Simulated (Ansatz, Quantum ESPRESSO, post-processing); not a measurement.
# Work function of relaxed Ru(0001) under two functionals, part 3 of 3

Aim: the work function of the relaxed basal face of Ru, and how far the functional matters.

Quantum ESPRESSO 7.5; plane-wave DFT, PBE, GBRV ultrasoft pseudopotentials; geometry and cross-check by Ansatz 0.2.0 with PAW datasets.

So far. Step 2 (Geometry from Ansatz of (0001)): The relaxation lowers the energy by 7 meV an atom. Held were the atoms numbered 3 and 4; the forces quoted are those on the free ones.

### Step 4. Potential by pp.x of (0001) (continued)

The potential energy, planar mean oscillates, so the rows of the table below give means over windows of 2.11 Å about each position, cut where the curve ends. Its maxima inside the range that stand out by 2 % of the span (Å: eV): 9.1: -2.64, 11.2: -1.84, 13.3: -2.00, 15.5: -1.84, 17.6: -2.64. Its minima: 8.0: -48.7, 10.1: -49.3, 12.2: -48.8, 14.5: -48.8, 16.6: -49.3, 18.7: -48.7.

Electrostatic potential energy of an electron; zero at the Fermi level. The potential energy, planar mean by z; means over each step:

```csv
z (Å),"potential energy, planar mean (eV)"
1.05,5.03
3.17,5.02
5.28,4.86
7.39,-16.5
9.50,-21.0
11.61,-19.9
13.72,-20.1
15.83,-19.8
17.94,-21.0
20.05,-0.788
22.16,5.00
24.27,5.03
26.38,5.03
```

### Step 5. SCF with pw.x of (0001), LDA

The same atoms under a second functional.

Level of this step: plane-wave DFT, LDA, GBRV ultrasoft pseudopotentials (Quantum ESPRESSO 7.5).

Input file 0001.lda.in:

```
&control
  prefix = '0001.lda'
  outdir = './out'
  pseudo_dir = './pseudo'
  calculation = 'scf'
  tprnfor = .true.
/
&system
  ibrav = 0
  nat = 6
  ntyp = 1
  ecutwfc = 40
  ecutrho = 200
  occupations = 'smearing'
  smearing = 'mv'
  degauss = 0.02
/
&electrons
  conv_thr = 1e-07
  mixing_beta = 0.4
  electron_maxstep = 120
  mixing_mode = 'local-TF'
/
ATOMIC_SPECIES
  Ru  101.0700  ru_lda_v1.2.uspp.F.UPF
CELL_PARAMETERS angstrom
  2.69999999998962 0.00000000000000 0.00000000000000
  1.34999999999481 2.33826859020899 0.00000000000000
  0.00000000000000 0.00000000000000 26.69200000000000
ATOMIC_POSITIONS crystal
  Ru  0.666666666667 0.666666666667 0.301188887218
  Ru  -0.000000000000 -0.000000000000 0.378945365954
  Ru  0.666666666667 0.666666666667 0.459943054100
  Ru  0.000000000000 0.000000000000 0.540056945900
  Ru  0.666666666667 0.666666666667 0.621054642008
  Ru  -0.000000000000 0.000000000000 0.698811146468
K_POINTS automatic
  12 12 1 0 0 0
```

The run is started by

```console
OMP_NUM_THREADS=1 mpirun -n 2 pw.x -nk 2 -in 0001.lda.in > 0001.lda.out
```

What it wrote:

```text
[banner, memory and clock lines left out]
Program PWSCF v.7.5 starts
[...]
Message from routine setup:
[...]
number of electrons       =        96.00
     number of Kohn-Sham states=           58
     kinetic-energy cutoff     =      40.0000  Ry
     charge density cutoff     =     200.0000  Ry
[...]
number of k points=    19  Marzari-Vanderbilt smearing, width (Ry)=  0.0200
[...]
Dense  grid:    54491 G-vectors     FFT dimensions: (  24,  24, 240)
[...]
negative rho (up, down):  4.484E-01 0.000E+00
     Starting wfcs are   78 randomized atomic wfcs
[...]
negative rho (up, down):  4.433E-01 0.000E+00
[...]
estimated scf accuracy    <      10.40695517 Ry
[...]
negative rho (up, down):  4.570E-01 0.000E+00
[...]
estimated scf accuracy    <       3.62067272 Ry
[...]
negative rho (up, down):  4.662E-01 0.000E+00
[...]
estimated scf accuracy    <       0.04878012 Ry
[...]
negative rho (up, down):  4.739E-01 0.000E+00
[...]
estimated scf accuracy    <       0.00933568 Ry
[...]
negative rho (up, down):  4.764E-01 0.000E+00
[...]
estimated scf accuracy    <       0.00571092 Ry
[...]
negative rho (up, down):  4.700E-01 0.000E+00
[...]
estimated scf accuracy    <       0.00526573 Ry
[...]
negative rho (up, down):  4.557E-01 0.000E+00
[...]
estimated scf accuracy    <       0.01354933 Ry
[...]
negative rho (up, down):  4.485E-01 0.000E+00
[...]
estimated scf accuracy    <       0.00467156 Ry
[...]
negative rho (up, down):  4.457E-01 0.000E+00
[...]
estimated scf accuracy    <       0.00063650 Ry
[...]
negative rho (up, down):  4.390E-01 0.000E+00
[...]
estimated scf accuracy    <       0.00089914 Ry
[...]
negative rho (up, down):  4.368E-01 0.000E+00
[...]
estimated scf accuracy    <       0.00018004 Ry
[...]
negative rho (up, down):  4.366E-01 0.000E+00
[...]
estimated scf accuracy    <       0.00003575 Ry
[...]
negative rho (up, down):  4.362E-01 0.000E+00
[...]
estimated scf accuracy    <       0.00000166 Ry
[...]
negative rho (up, down):  4.359E-01 0.000E+00
[...]
estimated scf accuracy    <       0.00000072 Ry
[...]
negative rho (up, down):  4.359E-01 0.000E+00
[...]
the Fermi energy is     8.6278 ev
!    total energy              =   -1166.44502155 Ry
     estimated scf accuracy    <       0.00000003 Ry
     smearing contrib. (-TS)   =      -0.00037355 Ry
     internal energy E=F+TS    =   -1166.44464801 Ry
[...]
one-electron contribution =  -12106.85453955 Ry
     hartree contribution      =    6071.44069669 Ry
     xc contribution           =    -154.38292437 Ry
     ewald contribution        =    5023.35211922 Ry
     convergence has been achieved in  15 iterations
     negative rho (up, down):  4.359E-01 0.000E+00
[...]
Total force =     0.048189     Total SCF correction =     0.000634
[...]
```

It took 1.7 min on 2 MPI ranks of Arm Neoverse V1, shared host; peak memory 0.29 GiB; 3.4 min of CPU time.

Read from the output:

| Property | Result |
| --- | --- |
| free energy | -15870.2930 eV |
| Fermi energy | 8.628 eV |

### Step 6. Potential by pp.x of (0001)

Input file 0001.lda.pot.in:

```
&inputpp
  prefix = '0001.lda'
  outdir = './out'
  filplot = '0001.lda.pot.dat'
  plot_num = 11
/
```

The run is started by

```console
OMP_NUM_THREADS=1 mpirun -n 2 pp.x -in 0001.lda.pot.in > 0001.lda.pot.out
```

Run time: 0.9 s. Hardware: 2 MPI ranks; peak memory 0.12 GiB; 1.7 s of CPU time.

Read from the output:

```
work function of the upper face                                       : 5.393 eV
slope of the potential above                                          : 2.15e-4 eV/Å
upper vacuum line continued to the top atoms, over the Fermi level    : 5.392 eV
work function of the lower face                                       : 5.393 eV
slope of the potential below                                          : -1.85e-4 eV/Å
lower vacuum line continued to the bottom atoms, over the Fermi level : 5.392 eV
```

On (0001) the work function under LDA lies +0.37 eV from PBE's.

### Step 7. The series side by side

All levels:

| level | work function (eV) | Ansatz, PBE (eV) | CPU time (s) |
| --- | --- | --- | --- |
| (0001), PBE | 5.025 | 5.028 | 192.9 |
| (0001), LDA | 5.393 | - | 201.7 |

### Step 8. By hand

For (0001) under PBE, on the run's own zero: φ = 13.990 − (8.965) = 5.025 eV.

### Step 9. Summary of results

```json
{
  "work function of (0001), PBE": "5.03 eV",
  "work function of (0001), LDA": "5.39 eV"
}
```

In words: Under PBE the work function is 5.03 eV on (0001). LDA lies +0.37 eV from PBE on the same atoms. The top two spacings change by -2.9 and +1.1 % on (0001). Ansatz, with Fermi-Dirac smearing and its own datasets, agrees within 0.00 eV under PBE. The slabs are thin and unreconstructed, at the tabulated lattice constant; thickness and mesh leave some 0.05 to 0.1 eV open.

Comparison with the measured values:

| quantity | measured | (0001), PBE |
| --- | --- | --- |
| work function, loosely compared (polycrystalline sample, no single face) (eV) | 4.7 | 5.03 (+0.33 eV) |

Measured values from arxiv:1902.07811 (2019).

Verdict: The work function, set beside that of the polycrystal, is off by +0.33 eV. A polycrystal averages over faces, so this is a loose comparison.

[Logs are printed without paths, hosts, clocks, repeated set-up lines and the standing remarks that a program may print on its own settings, such as how far it seeks lower states.]

[Hosts, paths, dates, database ids (printed as entryN), source tags and the programs' standing remarks are cut or masked in the printed files.]

[Maps of the electrostatic potential energy from Ansatz leave out the sawtooth potential of an applied field or a dipole correction, so their vacuum need not be flat; planar profiles and work functions include it.]
